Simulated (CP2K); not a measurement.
Vinyl acetate has these distinct O atoms: O3 (bonded to C) and O4 (bonded to 2 C).

```xyz
12

C     2.1332   -0.5027   -0.0324
C     0.7056   -0.1869   -0.3934
O     0.2467   -0.1383   -1.5156
O    -0.0241    0.0429    0.7579
C    -1.3837    0.3560    0.7595
C    -2.2291    0.5209   -0.2611
H     2.1732   -1.4032    0.5950
H     2.7090   -0.6606   -0.9480
H     2.5685    0.3194    0.5506
H    -1.6945    0.4602    1.7983
H    -1.9457    0.4239   -1.3018
H    -3.2592    0.7684   -0.0089
```

Their partial O K spectra (CP2K XAS_TDP, all-electron GAPW, PBEh(45%), aug-cc-pVDZ, TDA, GW2X-corrected core level, no relativity) are given in random order, each times the number of alike atoms.

Gaussian full width 0.5 eV, oscillator strength per eV, alike atoms added, rows of zeros left out:

```tsv
E (eV)	curve 1	curve 2
531.75	0.000	0.005
532.00	0.000	0.039
532.25	0.000	0.077
532.50	0.000	0.038
532.75	0.000	0.005
535.25	0.002	0.000
535.50	0.015	0.000
535.75	0.026	0.000
536.00	0.011	0.000
536.25	0.002	0.000
536.50	0.005	0.000
536.75	0.018	0.000
537.00	0.016	0.001
537.25	0.005	0.004
537.50	0.003	0.004
537.75	0.004	0.003
538.00	0.018	0.002
538.25	0.038	0.003
538.50	0.032	0.005
538.75	0.016	0.008
539.00	0.016	0.009
539.25	0.021	0.006
539.50	0.021	0.005
539.75	0.034	0.005
540.00	0.041	0.008
540.25	0.036	0.012
540.50	0.018	0.013
540.75	0.012	0.012
541.00	0.009	0.010
541.25	0.008	0.005
541.50	0.011	0.007
541.75	0.015	0.021
542.00	0.011	0.031
542.25	0.005	0.018
```

Question: Which curve belongs to which atom?

Curve 1: O4 (bonded to 2 C), leading line at 535.73 eV (f = 0.014 an atom), ionisation energy 539.34 eV, term value 3.61 eV. Curve 2: O3 (bonded to C), leading line at 532.25 eV (f = 0.041 an atom), ionisation energy 538.04 eV, term value 5.79 eV. The leading line of an atom is its first one with 35 % of the strongest within 2.5 eV of its lowest line over the strength cut. A line lies at the core ionisation energy, which rises as an atom loses charge to its neighbours or to a π system, less the term value, which is large for a low π* or σ* orbital with weight on that atom.

[Banner, clock and machine lines of the logs are left out without a mark of their own.]

[Logs are printed without paths, hosts, clocks, repeated set-up lines and the standing remarks that a program may print on its own settings, such as how far it seeks lower states.]

[Hosts, paths, dates, database ids (printed as entryN), source tags and the programs' standing remarks are cut or masked in the printed files.]
